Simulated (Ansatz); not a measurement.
# Ni wire along [100], 16 atoms a period: bands along the axis, part 2 of 2

What gap, if any, does the Ni wire along [100], 16 atoms a period have, and how many channels would it open?

Ansatz 0.2.0; DFT PBE, plane waves, PAW; relaxation of a wire's period; PAW set soft_1 (the session's first sound run).

So far: Set-up; Relaxation of atoms and period.

### Step 2. Relaxation of atoms and period (continued)

Relaxation path:

```csv
step,energy less that of the first step (eV),largest force component (eV/Å),pressure (GPa),volume (Å³)
1,0.0000,0.6583,-3.83,513.66
2,-0.4933,0.3445,-2.02,501.48
3,-0.7444,0.2240,0.89,477.78
4,-0.9231,0.2057,0.59,452.10
5,-1.0375,0.1631,0.49,442.32
6,-1.4505,0.3458,1.26,416.63
7,-2.2390,0.3832,1.47,391.74
8,-3.1352,0.3558,2.13,366.05
9,-3.3584,0.2167,-1.04,356.47
10,-3.3964,0.0323,0.09,357.05
11,-3.3972,0.0037,0.01,356.84
12*,-3.3574,0.0031,0.02,356.84
```

Relaxation steps marked * repeat the geometry before them on a plane-wave basis chosen anew for their cell, so energy and pressure can jump there.

Forces are held to the 16 operations that the run works with; a distortion that breaks them can't arise in this run.

```csv
cell as run,before,after,change
c (Å),3.520,2.445,-30.5 %
```

The atoms that moved most (Å, along periodic axes as changes of fractional coordinates times the final cell, across vacuum about the mean position):

```csv
atom,dx,dy,dz,length
Ni1,-0.426,-0.426,0.000,0.602
Ni10,-0.426,0.426,0.000,0.602
Ni15,0.426,-0.426,0.000,0.602
Ni8,0.426,0.426,0.000,0.602
Ni16,0.514,0.151,0.000,0.536
Ni14,0.151,0.514,0.000,0.536
Ni7,0.514,-0.151,0.000,0.536
Ni4,-0.151,0.514,0.000,0.536
```

Final coordinates:

```cif
data_structure
_symmetry_space_group_name_H-M 'P 1'
_symmetry_Int_Tables_number 1
_cell_length_a 12.0800
_cell_length_b 12.0800
_cell_length_c 2.4454
_cell_angle_alpha 90.000
_cell_angle_beta 90.000
_cell_angle_gamma 90.000
_cell_volume 356.84
loop_
_atom_site_label
_atom_site_type_symbol
_atom_site_fract_x
_atom_site_fract_y
_atom_site_fract_z
_atom_site_occupancy
Ni1 Ni 0.24620 0.24620 0.00000 1
Ni2 Ni 0.23887 0.58533 0.00000 1
Ni3 Ni 0.41260 0.41260 0.00000 1
Ni4 Ni 0.41467 0.76113 0.00000 1
Ni5 Ni 0.58533 0.23887 0.00000 1
Ni6 Ni 0.58740 0.58740 0.00000 1
Ni7 Ni 0.76113 0.41467 0.00000 1
Ni8 Ni 0.75380 0.75380 0.00000 1
Ni9 Ni 0.23887 0.41467 0.50000 1
Ni10 Ni 0.24620 0.75380 0.50000 1
Ni11 Ni 0.41467 0.23887 0.50000 1
Ni12 Ni 0.41260 0.58740 0.50000 1
Ni13 Ni 0.58740 0.41260 0.50000 1
Ni14 Ni 0.58533 0.76113 0.50000 1
Ni15 Ni 0.75380 0.24620 0.50000 1
Ni16 Ni 0.76113 0.58533 0.50000 1
```

This step gave:

```
energy at zero smearing    : -93424.7172 eV
total moment               : 10.97 μB
absolute moment            : 12.41 μB
cell length along the wire : 2.445 Å
```

Site moment by atom:

```csv
atom,site moment (μB)
Ni1,0.739
Ni2,0.702
Ni3,0.732
Ni4,0.702
Ni5,0.702
Ni6,0.732
Ni7,0.702
Ni8,0.739
Ni9,0.702
Ni10,0.739
Ni11,0.702
Ni12,0.732
Ni13,0.732
Ni14,0.702
Ni15,0.739
Ni16,0.702
```

The cell's length comes to 2.445 Å with an absolute moment of 12.41 μB a cell. That is -31 % against the start, more than a small adjustment. 16 contacts a cell pass between under 1.1 and over 1.27 times the sum of covalent radii, so the wire has rearranged from the shape that names it.

### Step 3. The perfect wire

This step: DFT PBE, plane waves, PAW; bands of a perfect wire; PAW set soft_1 (Ansatz 0.2.0).

At the relaxed period the bands are computed along the axis; those that cross an energy going forward count the channels that a perfect wire would open there.

The input, input.yaml:

```yaml
crystal:
  lattice:
    - [12.08, 0.0, 0.0]
    - [0.0, 12.08, 0.0]
    - [0.0, 0.0, 2.445376158]
  atoms:
    - { symbol: Ni, position: [0.246201907, 0.246201907, 0.0], spin: 0.74 }
    - { symbol: Ni, position: [0.238874308, 0.585327121, 0.0], spin: 0.7 }
    - { symbol: Ni, position: [0.41260069, 0.41260069, 0.0], spin: 0.73 }
    - { symbol: Ni, position: [0.414672879, 0.761125692, 0.0], spin: 0.7 }
    - { symbol: Ni, position: [0.585327121, 0.238874308, 0.0], spin: 0.7 }
    - { symbol: Ni, position: [0.58739931, 0.58739931, 0.0], spin: 0.73 }
    - { symbol: Ni, position: [0.761125692, 0.414672879, 0.0], spin: 0.7 }
    - { symbol: Ni, position: [0.753798093, 0.753798093, 0.0], spin: 0.74 }
    - { symbol: Ni, position: [0.238874308, 0.414672879, 0.5], spin: 0.7 }
    - { symbol: Ni, position: [0.246201907, 0.753798093, 0.5], spin: 0.74 }
    - { symbol: Ni, position: [0.414672879, 0.238874308, 0.5], spin: 0.7 }
    - { symbol: Ni, position: [0.41260069, 0.58739931, 0.5], spin: 0.73 }
    - { symbol: Ni, position: [0.58739931, 0.41260069, 0.5], spin: 0.73 }
    - { symbol: Ni, position: [0.585327121, 0.761125692, 0.5], spin: 0.7 }
    - { symbol: Ni, position: [0.753798093, 0.246201907, 0.5], spin: 0.74 }
    - { symbol: Ni, position: [0.761125692, 0.585327121, 0.5], spin: 0.7 }
magnetization:
  spin_polarized: true
kpoints:
  mp_grid: { grid: [1, 1, 33] }
  band_path: { path: ["Γ", Z], npoints: 90 }
scf:
  occupations: { method: fermi_dirac, width: 0.05 }
hamiltonian:
  xc: pbe
  pseudopotentials: { kind: paw, azcp: { folder: soft_1 } }
output:
  dos: { e_range: [-5, 4] }
  write_potential: true
  write_density: true
  volumetric_format: npy
```

Command:

```console
$ ansatz run input.yaml --threads 4 --pin off --max-ram 16384MiB --backend cpu --events-out ev --progress --plain --runs-dir out
```

Numbers of over 12 decimals in the logs are rounded to 6 here.

The log of the run:

```text
[...]
Crystal: 16 atoms, lattice volume = 356.845 Å³
Basis set: ecut = 420 eV, 6929 PW (Γ)
Bands: 180, of which v1, the nominal top of the filled ones, is band 144 counted from 1 (143 counted from 0)
Symmetry: 16 space group operations
[...]
k-points: 17 of 33
[...]
Starting moments: Σ|m| = 11.48 μB on 16 of 16 sites
[...]
SCF iter   1: F=—  HF=-93410.467850 eV  |F-HF|=—  |Δ(HF+E_count)|=         —  Δρ=3.42e-2 (↑2.14e-2 ↓3.42e-2)  dr2=2.19e1  dr2_m=1.64e0  M=12.604 μB ∫|m|=13.266 μB  β_m=0.30  ethr=3.10e-3  ⟨swp⟩=7.1  Hψ=25327  notcnv=0  defer=185
[...]
SCF iter  14: F=-93424.827701 eV  HF=-93424.827701 eV  |F-HF|=4.45e-8  |Δ(HF+E_count)|=   1.75e-8  Δρ=2.71e-6 (↑1.60e-6 ↓2.71e-6)  dr2=4.54e-8  dr2_m=1.71e-9  M=10.896 μB ∫|m|=12.335 μB  ethr=2.59e-11  ⟨swp⟩=10.4  Hψ=26693  notcnv=0
SCF 1 converged in 14 iterations: F = -93424.827701 eV  dr2 = 4.54e-8
[...]
WARN: The output density's exchange-correlation potential varies sharply where the density is thin. Do not read a vacuum level from v_tot or v_xc, or from such a field of the output density. On a cell that repeats whose density bears no net charge and no dipole along the vacuum's axis use v_es (v_loc + v_h of the components); under efield.dipole_correction with no amplitude use v_es + v_field, which holds any externa [...]
NSCF: frozen V_eff on 91 k-points
SCF converged after 14 iterations
Magnetization: 10.8961 μB (149.4480 up, 138.5520 down)
Absolute magnetization: 12.3527 μB (∫|ρ↑−ρ↓|, with the PAW one-centre terms)
[...]
Per-site moments (μB) at R_I (Å): [(0.733625, 0.980029), (0.697259, 0.980029), (0.730838, 1.001940), (0.697259, 0.980029), (0.697259, 0.980029), (0.730838, 1.001940), (0.697259, 0.980029), (0.733625, 0.980029), (0.697259, 0.980029), (0.733625, 0.980029), (0.697259, 0.980029), (0.730838, 1.001940), (0.730838, 1.001940), (0.697259, 0.980029), (0.733625, 0.980029), (0.697259, 0.980029)]
Free energy (F): -93424.827701 eV
[...]
Internal energy: -93424.601058 eV  (E = F + TS)
E sigma→0 (E₀):  -93424.714379 eV
Entropy (-TS):   -0.226643 eV (-14.165 meV/atom)
Fermi energy:    6.431682 eV
[...]
--- Band table (eV; the first three rows and the last of 34) ---
  k-point 0 ↑: bands = [... 140 lower, 5.7808, 5.7836, 5.8407, 5.8407, 5.8409, 5.8409, 5.9209, 5.9583, ... 32 higher]
  k-point 1 ↑: bands = [... 140 lower, 5.7898, 5.8055, 5.8147, 5.8147, 5.8458, 5.8458, 5.8946, 5.9182, ... 32 higher]
  k-point 2 ↑: bands = [... 140 lower, 5.7711, 5.7780, 5.7780, 5.8256, 5.8256, 5.8282, 5.8291, 5.8332, ... 32 higher]
  k-point 16 ↓: bands = [... 140 lower, 6.8571, 6.8705, 6.8739, 6.8739, 8.0517, 8.1092, 8.2586, 8.2586, ... 32 higher]
```

It took 4 min on 4 threads of Arm Neoverse V2, shared host; peak memory 5.1 GiB; 16 min of CPU time.

Numbers from this step:

```
energy at zero smearing : -93424.7144 eV
total moment            : 10.90 μB
absolute moment         : 12.35 μB
band gap                : 0 eV
```

Between Γ and Z the bands cross the Fermi level 35 times, so a perfect wire would conduct at least 17.5 G₀, with an absolute moment of 12.35 μB a cell.

### Step 4. Outcome

```yaml
cell_length_pbe: 2.445 Å
absolute_moment_pbe: 12.4 μB
ballistic_conductance_by_band_crossings_a_lower_bound_pbe: 17.5 G₀
```

In words: Under PBE the cell's length is 2.45 Å, the absolute moment is 12.35 μB a cell, and the bands cross the Fermi level 35 times between Γ and Z, which gives a perfect wire at least 17.5 G₀ (opposite crossings within one step of the path cancel in such a count). In the perfect wire the moments were started parallel, and no opposed start was run. No search over magnetic orders was made; another may lie lower.

[Logs are printed without paths, hosts, clocks, repeated set-up lines and the standing remarks that a program may print on its own settings, such as how far it seeks lower states.]

[Hosts, paths, dates, database ids (printed as entryN), source tags and the programs' standing remarks are cut or masked in the printed files.]
